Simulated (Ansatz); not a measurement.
# 5-layer 1T-SnSe2 (AA) in a perpendicular field, part 2 of 2

What dipole does a perpendicular field induce in the 5-layer 1T-SnSe2 (AA), and does the gap follow? A positive field points along +c.

Ansatz 0.2.0; plane-wave DFT, PBE-D3(BJ), Ansatz PAW.

So far. Step 2 (Relaxation): The lattice constant a goes from 3.870 to 3.837 Å.

## 3. Atoms held, field 0, start network

A sawtooth potential applies the field, turning back in the middle of the vacuum. With the dipole correction the typed value is the field outside the slab. The induced dipole is small, so the SCF threshold is tight.

The cell differs from the one that the last finished run ended in (c 76.952 → 45.207 Å).

The input, input.yaml:

```yaml
crystal:
  lattice:
    - [3.8373650204, 0.0, 0.0]
    - [-1.9186825102, 3.3232555912, 0.0]
    - [0.0, 0.0, 45.2067500533]
  atoms:
    - { symbol: Se, position: [0.6666666667, 0.3333333333, 0.1990853134] }
    - { symbol: Sn, position: [0.0, 0.0, 0.2343723592] }
    - { symbol: Se, position: [0.3333333333, 0.6666666667, 0.269682709] }
    - { symbol: Se, position: [0.6666666667, 0.3333333333, 0.3317610069] }
    - { symbol: Sn, position: [0.0, 0.0, 0.3670347112] }
    - { symbol: Se, position: [0.3333333333, 0.6666666667, 0.4023040959] }
    - { symbol: Se, position: [0.6666666667, 0.3333333333, 0.4647273496] }
    - { symbol: Sn, position: [0.0, 0.0, 0.5] }
    - { symbol: Se, position: [0.3333333333, 0.6666666667, 0.5352726504] }
    - { symbol: Se, position: [0.6666666667, 0.3333333333, 0.5976959041] }
    - { symbol: Sn, position: [0.0, 0.0, 0.6329652888] }
    - { symbol: Se, position: [0.3333333333, 0.6666666667, 0.6682389931] }
    - { symbol: Se, position: [0.6666666667, 0.3333333333, 0.730317291] }
    - { symbol: Sn, position: [0.0, 0.0, 0.7656276408] }
    - { symbol: Se, position: [0.3333333333, 0.6666666667, 0.8009146866] }
kpoints:
  mp_grid: { grid: [12, 12, 1] }
  band_path:
    path: [[0, 0, 0], [0.5, 0, 0], [0.33333333, 0.33333333, 0], [0, 0, 0]]
    npoints: 16
hamiltonian:
  xc: pbe
  dispersion: d3bj
scf:
  occupations: { method: fermi_dirac, width: 0.02585 }
  convergence: { dr2_threshold: 1.0e-10 }
efield:
  axis: 3
  dipole_correction: true
  ramp_position: 0.97
  ramp_width: 0.06
  amplitude: 0
output:
  dos: { projected: true, e_range: [-6, 5] }
  write_potential: true
  write_density: true
  volumetric_format: npy
  elf: true
```

Started as:

```bash
$ ansatz run input.yaml --threads 4 --pin off --max-ram 16384MiB --backend cpu --events-out ev --progress --plain --runs-dir out
```

Numbers of over 12 decimals in the logs are rounded to 6 here.

The log of the run:

```text
[...]
Crystal: 15 atoms, lattice volume = 576.501 Å³
Basis set: ecut = 420 eV, 11215 PW (Γ)
Bands: 138, of which v1, the nominal top of the filled ones, is band 115 counted from 1 (114 counted from 0)
Symmetry: 6 space group operations
k-points: 19 of 144 (time reversal used)
[...]
SCF iter   1: F=—  HF=-84821.824532 eV  |F-HF|=—  |Δ(HF+E_count)|=         —  Δρ=1.37e-3  dr2=4.38e-2  ethr=1.77e-3  p=0.000 e·Å  D=2.66e-13 V/Å  ΔV_dip=-0.00 eV  dr2_dipole=1.59e-8  V_vac-E_F(+/−)=5.44/5.44 eV  ⟨swp⟩=6.4  Hψ=9867  notcnv=0  defer=75
efield: sawtooth ramp at fractional position 0.9700 (set: `efield.ramp_position`, or a place that a band, a saddle search or an elastic batch's reference lends), width 0.0600; the density the first Hamiltonian is built on has a dipole p = 0.000 e·Å; the dipole correction subtracts the counter field D = 2.66e-13 V/Å, which shifts the + side's vacuum level by -0.00 eV against the − side's; the planar-averaged density in the ramp window peaks in size at 1.3e-5 e/Å³
[...]
SCF iter   2: F=—  HF=-84821.822407 eV  |F-HF|=—  |Δ(HF+E_count)|=   2.12e-3  Δρ=1.18e-3  dr2=8.25e-2  ethr=1.90e-5  p=0.000 e·Å  D=2.29e-5 V/Å  ΔV_dip=-0.00 eV  dr2_dipole=1.85e-7  V_vac-E_F(+/−)=5.74/5.74 eV  ⟨swp⟩=3.2  Hψ=5637  notcnv=0  defer=317
[...]
SCF iter  16: F=-84821.816443 eV  HF=-84821.816443 eV  |F-HF|=4.80e-10  |Δ(HF+E_count)|=  2.91e-10  Δρ=4.12e-8  dr2=2.56e-11  ethr=1.00e-12  p=-0.000 e·Å  D=-1.08e-7 V/Å  ΔV_dip=0.00 eV  dr2_dipole=4.19e-12  V_vac-E_F(+/−)=5.55/5.55 eV  ⟨swp⟩=1.0  Hψ=5075  notcnv=0
SCF 1 converged in 16 iterations: F = -84821.816443 eV  dr2 = 2.56e-11
[...]
NSCF: frozen V_eff on 49 k-points
efield: sawtooth ramp at fractional position 0.9700 (kept from the solve that this one continues, or follows in the run), width 0.0600; the density the first Hamiltonian is built on has a dipole p = -0.000 e·Å; the dipole correction subtracts the counter field D = -1.08e-7 V/Å, which shifts the + side's vacuum level by +0.00 eV against the − side's; the planar-averaged density in the ramp window peaks in size at 8.9e-6 e/Å³
[...]
SCF converged after 16 iterations
Free energy (F): -84821.816443 eV
[...]
Internal energy: -84821.816440 eV  (E = F + TS)
E sigma→0 (E₀):  -84821.816441 eV
Entropy (-TS):   -0.000003 eV (-0.000 meV/atom)
Fermi energy:    3.850256 eV
Dipole field:    D = 0.000002 V/Å  (p = 0.000005 e·Å, saw-weighted, corrected)
Work function:   Φ+ = 5.5511 eV   Φ− = 5.5512 eV
Levels:          The Fermi level and band energies are counted from a zero that moves with the ramp; work functions are not
[...]
--- Band table (eV; the first three rows and the last of 19) ---
  k-point 0: bands = [... 111 lower, 3.3398, 3.3398, 3.3640, 3.3640, 4.5027, 4.8718, 5.2986, 5.6737, ... 19 higher]
  k-point 1: bands = [... 111 lower, 3.3468, 3.4115, 3.4425, 3.4935, 5.0952, 5.2985, 5.5536, 5.7641, ... 19 higher]
  k-point 2: bands = [... 111 lower, 3.3454, 3.4355, 3.4844, 3.5247, 5.3309, 5.4440, 5.5944, 5.7420, ... 19 higher]
  k-point 18: bands = [... 111 lower, 2.8879, 2.8879, 3.1504, 3.1504, 4.5098, 4.7658, 5.1253, 5.4921, ... 19 higher]
```

It took 3 min on 4 threads of Arm Neoverse V1, shared host; peak memory 3.7 GiB; 12 min of CPU time.

The column dr2 measures how far the density is from self-consistency, as an energy; F and HF (Harris–Foulkes) agree once it is small.

This step gave:

| Item | Value |
| --- | --- |
| dipole along the normal | 4.82e-6 e·Å |
| gap along the path | 0.5068 eV |
| smallest direct gap along the path | 0.8329 eV |
| ionisation energy, upper face | 5.810 eV |
| electron affinity, upper face | 5.303 eV |
| gap, the smaller of path and mesh | 0.5068 eV |

Running mean over a fixed 2.7 Å (it still follows the layers) of the planar mean; the ramp of the sawtooth is left out. Electron's electrostatic potential energy less the Fermi level against z:

```csv
z (Å),electron's electrostatic potential energy less the Fermi level (eV)
4,5.55
5,5.55
6,5.51
7,4.80
8,2.02
9,-1.31
10,-2.89
11,-3.07
12,-1.81
13,0.622
14,0.812
15,-1.42
16,-2.93
17,-3.09
18,-1.81
19,0.637
20,0.849
21,-1.39
22,-2.92
23,-3.10
24,-1.83
25,0.631
26,0.862
27,-1.37
28,-2.91
29,-3.11
30,-1.85
31,0.579
32,0.826
33,-1.36
34,-2.89
35,-3.07
36,-1.78
37,1.33
38,4.33
39,5.48
40,5.55
41,5.55
```

The density of states has structure finer than the step of the table below, so its rows give means over 0.25 eV, whole bins alone (the curve runs from -6 to 2.24 eV). Peaks (eV: height): -2.500: 14.3, -1.700: 18.1, -1.530: 14.4, -1.290: 23.3, -1.120: 16.3, -0.950: 23.9, -0.680: 27.3.

The density of states by energy, zero at the Fermi level of the run, which the smearing sets inside the gap; means over each step:

```csv
energy (eV),density of states (states/eV a cell)
-5.75,0.637
-5.50,0
-5.25,0.109
-5.00,2.46
-4.75,5.54
-4.50,8.48
-4.25,7.59
-4.00,6.13
-3.75,7.80
-3.50,9.79
-3.25,10.8
-3.00,11.9
-2.75,12.6
-2.50,11.1
-2.25,9.23
-2.00,8.45
-1.75,12.4
-1.50,11.9
-1.25,14.4
-1.00,16.7
-0.75,20.6
-0.50,9.76
-0.25,1.61
0.00,0
0.25,0.320
0.50,2.10
0.75,4.54
1.00,7.97
1.25,7.96
1.50,8.91
1.75,6.22
2.00,2.33
```

Projected DOS per atom over height of the atomic layer and energy from the Fermi level. Layers: Se Sn Se Se Sn Se Se Sn Se Se Sn Se Se Sn Se from below.

Ten even steps from '0' (0.00 states/eV) to '9' (1.99 states/eV), each cell a mean:
```
000000000000000
222222222222222
222222222222222
222222222222222
010000010000010
000000000000000
000000000000000
505606606606505
909807707708909
706415616514607
614515414515416
312413313314213
423424424424324
435424424424534
324424424424423
223323323323322
212212212212212
223222222222322
122222222222221
000000000000000
000000000000000
000000000000000
```
Columns: height of the atomic layer (Å) from 9 to 36.2 (not evenly spaced); rows upwards: energy from the Fermi level (eV) from -5.96 to 2.23.

Electronic bands along the path, in eV, zero at the Fermi level of the run, which the smearing sets inside the gap:

```csv
point,band 112,band 113,band 114,band 115,band 116,band 117,band 118,band 119
Γ,-0.51,-0.51,-0.49,-0.49,0.65,1.02,1.45,1.82
halfway,-0.60,-0.48,-0.46,-0.41,0.93,1.12,1.36,1.58
M,-1.00,-0.84,-0.69,-0.60,0.26,0.35,0.36,0.61
halfway,-1.03,-1.02,-0.79,-0.72,0.95,1.05,1.13,1.18
K,-0.96,-0.96,-0.70,-0.70,0.66,0.92,1.28,1.64
halfway,-0.80,-0.57,-0.49,-0.47,1.60,1.62,1.64,1.68
Γ,-0.51,-0.51,-0.49,-0.49,0.65,1.02,1.45,1.82
```

Electrostatic potential energy in the ca plane at fractional y = 0.000, with atoms of Sn within 0.2 Å of it. With pseudopotentials it is smooth inside the atoms' cores, unlike the true potential.

Ten even steps from '0' (-14 eV) to '9' (9 eV), each cell a mean:
```
99999999999999999999740898137899999986139960
99999999999999999999861021158899999987401203
99999999999999999998876323578899999888753246
99999999999999999987777777777789998877777777
99999999999999999986678888876678998766788888
99999999999999999987678888876778998767788888
99999999999999999988777656777889999887776567
99999999999999999998874100368899999987620015
99999999999999999999850475047899999987216721
99999999999999999999731999227899999986159970
```
Columns run along c (16.0 Å, from fractional 0.04 to 0.39 of the cell; values clipped at the 3rd and 97th percentile), rows up along a (3.8 Å). Atoms in or near the plane, at fractional coordinates: Sn at (0.23, 0.00), Sn at (0.37, 0.00).

Valence density in the ca plane at fractional y = 0.000, with atoms of Sn within 0.2 Å of it. It is the smooth field of the valence electrons, not physical close to the nuclei.

Ten steps, logarithmic in the rise over the least value, from '0' (0 e/Å³) to '9' (14 e/Å³), each cell a mean:
```
00000000000000000000125898521000000001368974
00000000000000000000123565321100000011245642
00000000000000000011122222221110000111222222
00000000000000000012221111122211001122211112
00000000000000000112221111122221011222211112
00000000000000000112221111122211001222211112
00000000000000000011222222222110001112222222
00000000000000000001122343221100000111234432
00000000000000000000124687421000000011257763
00000000000000000000125899621000000001379984
```
Columns run along c (16.0 Å, from fractional 0.04 to 0.39 of the cell), rows up along a (3.8 Å). Atoms in or near the plane, at fractional coordinates: Sn at (0.23, 0.00), Sn at (0.37, 0.00).

ELF in the ca plane at fractional y = 0.000, with atoms of Sn within 0.2 Å of it. It is the smooth field of the valence electrons, not physical close to the nuclei.

Values, 6 rows by 16 columns, each cell a mean:
```
0.00 0.00 0.00 0.00 0.00 0.01 0.05 0.21 0.16 0.18 0.19 0.03 0.04 0.20 0.16 0.18
0.00 0.00 0.00 0.00 0.00 0.08 0.35 0.49 0.30 0.32 0.48 0.19 0.22 0.48 0.30 0.32
0.00 0.00 0.00 0.00 0.01 0.23 0.65 0.67 0.31 0.36 0.68 0.36 0.42 0.67 0.31 0.35
0.00 0.00 0.00 0.00 0.01 0.19 0.60 0.65 0.32 0.36 0.65 0.32 0.38 0.65 0.33 0.35
0.00 0.00 0.00 0.00 0.00 0.04 0.22 0.38 0.27 0.28 0.37 0.12 0.15 0.37 0.27 0.28
0.00 0.00 0.00 0.00 0.00 0.00 0.03 0.18 0.12 0.15 0.16 0.02 0.02 0.18 0.13 0.14
```
Columns run along c (16.0 Å, from fractional 0.04 to 0.39 of the cell), rows up along a (3.8 Å). Atoms in or near the plane, at fractional coordinates: Sn at (0.23, 0.00), Sn at (0.37, 0.00).

The gap is 0.51 eV, with the valence edge 5.81 eV and the conduction edge 5.30 eV under the upper vacuum level.

## 4. Single point, field 0.1 V/Å

Changes to input.yaml since step 3:

```diff
@@ -37,5 +37,4 @@
   ramp_width: 0.06
-  amplitude: 0
+  amplitude: 0.1
 output:
-  dos: { projected: true, e_range: [-6, 5] }
   write_potential: true
@@ -43,2 +42 @@
   volumetric_format: npy
-  elf: true
```

The log of the run:

```text
[...]
Crystal: 15 atoms, lattice volume = 576.501 Å³
Basis set: ecut = 420 eV, 11215 PW (Γ)
Bands: 138, of which v1, the nominal top of the filled ones, is band 115 counted from 1 (114 counted from 0)
Symmetry: 6 space group operations
k-points: 19 of 144 (time reversal used)
[...]
k-point 0: bands = [... 111 lower, 3.3316, 3.3316, 3.4257, 3.4257, 4.4938, 4.8734, 5.2982, 5.6722, ... 19 higher]
  k-point 1: bands = [... 111 lower, 3.3320, 3.4008, 3.4988, 3.5005, 5.0784, 5.3025, 5.5528, 5.7607, ... 19 higher]
  k-point 2: bands = [... 111 lower, 3.3359, 3.4243, 3.5291, 3.5325, 5.3106, 5.4443, 5.5922, 5.7392, ... 19 higher]
  k-point 18: bands = [... 111 lower, 2.8809, 2.8896, 3.1539, 3.1678, 4.4999, 4.7669, 5.1247, 5.4896, ... 19 higher]
[key lines of the parts left out:]
SCF converged after 28 iterations
Free energy (F): -84821.826112 eV
Fermi energy:    3.842147 eV
Dipole field:    D = 0.060704 V/Å  (p = 0.193401 e·Å, saw-weighted, corrected)
```

The job ended after 3.5 min (4 threads; peak memory 3.2 GiB; 14 min of CPU time).

The dipole is 0.193 e·Å, and the gap 0.464 eV.

## 5. Atoms held, field -0.1 V/Å

Changes to input.yaml since step 4:

```diff
@@ -37,3 +37,3 @@
   ramp_width: 0.06
-  amplitude: 0.1
+  amplitude: -0.1
 output:
```

The log of the run:

```text
[...]
Crystal: 15 atoms, lattice volume = 576.501 Å³
Basis set: ecut = 420 eV, 11215 PW (Γ)
Bands: 138, of which v1, the nominal top of the filled ones, is band 115 counted from 1 (114 counted from 0)
Symmetry: 6 space group operations
k-points: 19 of 144 (time reversal used)
[...]
k-point 0: bands = [... 111 lower, 3.3316, 3.3316, 3.4257, 3.4257, 4.4938, 4.8734, 5.2982, 5.6722, ... 19 higher]
  k-point 1: bands = [... 111 lower, 3.3320, 3.4008, 3.4988, 3.5005, 5.0784, 5.3025, 5.5528, 5.7607, ... 19 higher]
  k-point 2: bands = [... 111 lower, 3.3359, 3.4243, 3.5291, 3.5325, 5.3106, 5.4443, 5.5922, 5.7392, ... 19 higher]
  k-point 18: bands = [... 111 lower, 2.8809, 2.8896, 3.1539, 3.1678, 4.4999, 4.7669, 5.1247, 5.4896, ... 19 higher]
[key lines of the parts left out:]
SCF converged after 27 iterations
Free energy (F): -84821.826112 eV
Fermi energy:    3.842149 eV
Dipole field:    D = -0.060706 V/Å  (p = -0.193405 e·Å, saw-weighted, corrected)
```

Run time: 3.5 min. Hardware: 4 threads; peak memory 3.2 GiB; 14 min of CPU time.

The dipole is -0.193 e·Å, and the gap 0.464 eV.

## 6. Atoms held, field 0.2 V/Å

Changes to input.yaml since step 5:

```diff
@@ -37,3 +37,3 @@
   ramp_width: 0.06
-  amplitude: -0.1
+  amplitude: 0.2
 output:
```

The log of the run:

```text
[...]
Crystal: 15 atoms, lattice volume = 576.501 Å³
Basis set: ecut = 420 eV, 11215 PW (Γ)
Bands: 138, of which v1, the nominal top of the filled ones, is band 115 counted from 1 (114 counted from 0)
Symmetry: 6 space group operations
k-points: 19 of 144 (time reversal used)
[...]
k-point 0: bands = [... 111 lower, 3.3615, 3.3615, 3.5095, 3.5095, 4.4686, 4.8770, 5.2969, 5.6690, ... 19 higher]
  k-point 1: bands = [... 111 lower, 3.3162, 3.4246, 3.5206, 3.5799, 5.0351, 5.3076, 5.5506, 5.7575, ... 19 higher]
  k-point 2: bands = [... 111 lower, 3.3195, 3.4372, 3.5541, 3.6031, 5.2612, 5.4355, 5.5873, 5.7439, ... 19 higher]
  k-point 18: bands = [... 111 lower, 2.8708, 2.8884, 3.1760, 3.2031, 4.4724, 4.7683, 5.1229, 5.4844, ... 19 higher]
[key lines of the parts left out:]
SCF converged after 19 iterations
Free energy (F): -84821.855128 eV
Fermi energy:    3.829041 eV
Dipole field:    D = 0.121459 V/Å  (p = 0.386961 e·Å, saw-weighted, corrected)
```

The job ended after 3.2 min (4 threads; peak memory 3.2 GiB; 13 min of CPU time).

The dipole is 0.387 e·Å, and the gap 0.362 eV.

## 7. Single point, field 0.3 V/Å

Changes to input.yaml since step 6:

```diff
@@ -37,3 +37,3 @@
   ramp_width: 0.06
-  amplitude: 0.2
+  amplitude: 0.3
 output:
```

The log of the run:

```text
[...]
Crystal: 15 atoms, lattice volume = 576.501 Å³
Basis set: ecut = 420 eV, 11215 PW (Γ)
Bands: 138, of which v1, the nominal top of the filled ones, is band 115 counted from 1 (114 counted from 0)
Symmetry: 6 space group operations
k-points: 19 of 144 (time reversal used)
[...]
k-point 0: bands = [... 111 lower, 3.3987, 3.3987, 3.5893, 3.5893, 4.4338, 4.8793, 5.2950, 5.6664, ... 19 higher]
  k-point 1: bands = [... 111 lower, 3.3119, 3.4578, 3.5483, 3.6579, 4.9811, 5.3049, 5.5481, 5.7620, ... 19 higher]
  k-point 2: bands = [... 111 lower, 3.3114, 3.4643, 3.5832, 3.6767, 5.2024, 5.4135, 5.5827, 5.7607, ... 19 higher]
  k-point 18: bands = [... 111 lower, 2.8625, 2.8884, 3.2079, 3.2464, 4.4352, 4.7666, 5.1201, 5.4810, ... 19 higher]
[key lines of the parts left out:]
SCF converged after 20 iterations
Free energy (F): -84821.903543 eV
Fermi energy:    3.821734 eV
Dipole field:    D = 0.182621 V/Å  (p = 0.581820 e·Å, saw-weighted, corrected)
```

Run time: 3.2 min. Hardware: 4 threads; peak memory 3.2 GiB.

The dipole is 0.582 e·Å, and the gap 0.244 eV.

## 8. Response, atoms held

This step: plane-wave DFT, PBE-D3(BJ), Ansatz PAW; response to a field along the normal, atoms held (Ansatz 0.2.0).

The dipoles give the slope, and the difference of two potentials shows where the field is screened.

This step gave:

| Property | Result |
| --- | --- |
| equivalent conductor thickness p/(ε₀AE) | 27.44 Å |
| distance between the outer atoms | 27.21 Å |

Table of dipole of the cell by applied field:

```csv
applied field (V/Å),dipole of the cell (e·Å)
-0.100,-0.193
0.000,4.8e-6
0.100,0.193
0.200,0.387
0.300,0.582
```

Local field over the applied field, running mean. From the potentials at -0.1 and 0.1 V/Å; running mean over 2.8 Å. Local field over applied field against z:

```csv
z (Å),local field over applied field
5,0.995
6,0.958
7,0.784
8,0.468
9,0.173
10,0.0526
11,0.0381
12,0.0715
13,0.121
14,0.129
15,0.0782
16,0.0378
17,0.0329
18,0.0691
19,0.124
20,0.132
21,0.0794
22,0.0379
23,0.0323
24,0.0681
25,0.124
26,0.132
27,0.0803
28,0.0384
29,0.0322
30,0.0675
31,0.121
32,0.129
33,0.0812
34,0.0437
35,0.0434
36,0.133
37,0.399
38,0.725
39,0.939
40,0.992
```

The induced electron density oscillates, so the rows of the table below give means over windows of 2.97 Å about each position, cut where the curve ends. Its maxima inside the range that stand out by 2 % of the span (Å: e/Å³ per V/Å): 8.1: 0.00349, 11.2: 9.1e-4, 14.1: 1.0e-3, 17.2: 7.5e-4, 20.2: 0.00105, 23.2: 7.5e-4, 26.1: 0.00103, 29.2: 7.6e-4, 32.2: 0.00103, 35.2: 9.0e-4. Its minima: 10.0: -9.0e-4, 13.0: -0.00103, 16.0: -7.6e-4, 19.1: -0.00103, 22.0: -7.5e-4, 25.0: -0.00105, 28.0: -7.5e-4, 31.1: -1.0e-3, 34.0: -9.1e-4, 37.3: -0.00347.

Electrons, planar mean, per unit field. Table of induced electron density by z; means over each step:

```csv
z (Å),induced electron density (e/Å³ per V/Å)
5.58,2.3e-4
8.55,0.00157
11.52,-2.2e-4
14.49,2.4e-4
17.46,-2.3e-4
20.43,2.4e-4
23.40,-2.1e-4
26.37,2.3e-4
29.34,-2.1e-4
32.31,2.1e-4
35.28,-3.8e-4
38.25,-0.00145
```

The smaller of the gaps on the path and on the k-mesh, counted as 0 under 0.03 eV. Table of gap by applied field:

```csv
applied field (V/Å),gap (eV)
-0.100,0.464
0.000,0.507
0.100,0.464
0.200,0.362
0.300,0.244
```

By hand: between -0.1 and 0.1 V/Å the dipole changes by 0.3868 e·Å, a slope of 1.934 e·Å²/V. A perfect conductor of thickness t has p = ε₀AEt, so t = 180.95 × 1.934 / 12.753 = 27.44 Å (e/ε₀ = 180.95 V·Å, A in Å²).

The induced dipole is that of a conductor 27.44 Å thick.

## 9. What came out

```yaml
gap_without_field: 0.507 eV
ionisation_energy_upper_face: 5.81 eV
electron_affinity_upper_face: 5.30 eV
equivalent_conductor_thickness_atoms_held: 27.4 Å
```

The induced dipole equals that of a perfect conductor 27.44 Å thick, while the outer atoms lie 27.21 Å apart; an out-of-plane ε follows only once a thickness t is chosen, by 1 − 1/ε = 27.44 Å / t. The gap goes from 0.51 eV to 0.24 eV at 0.3 V/Å. Semilocal functionals give gaps that are too small, and excitons are not included. Atoms moved by up to 2.1 Å in the relaxation, so the end structure is to be read from its coordinates and not from the name. Spin-orbit coupling is left out, which matters for the bands of elements this heavy.

[Logs are printed without paths, hosts, clocks, repeated set-up lines and the standing remarks that a program may print on its own settings, such as how far it seeks lower states.]

[Hosts, paths, dates, database ids (printed as entryN), source tags and the programs' standing remarks are cut or masked in the printed files.]

[Maps of the electrostatic potential energy from Ansatz leave out the sawtooth potential of an applied field or a dipole correction, so their vacuum need not be flat; planar profiles and work functions include it.]

[The density of states shown here was stored with 400 of the rows of the run's finer table, so its peaks can read low, often by over a quarter, or be missed, and its means over a window can be off by a tenth or more.]
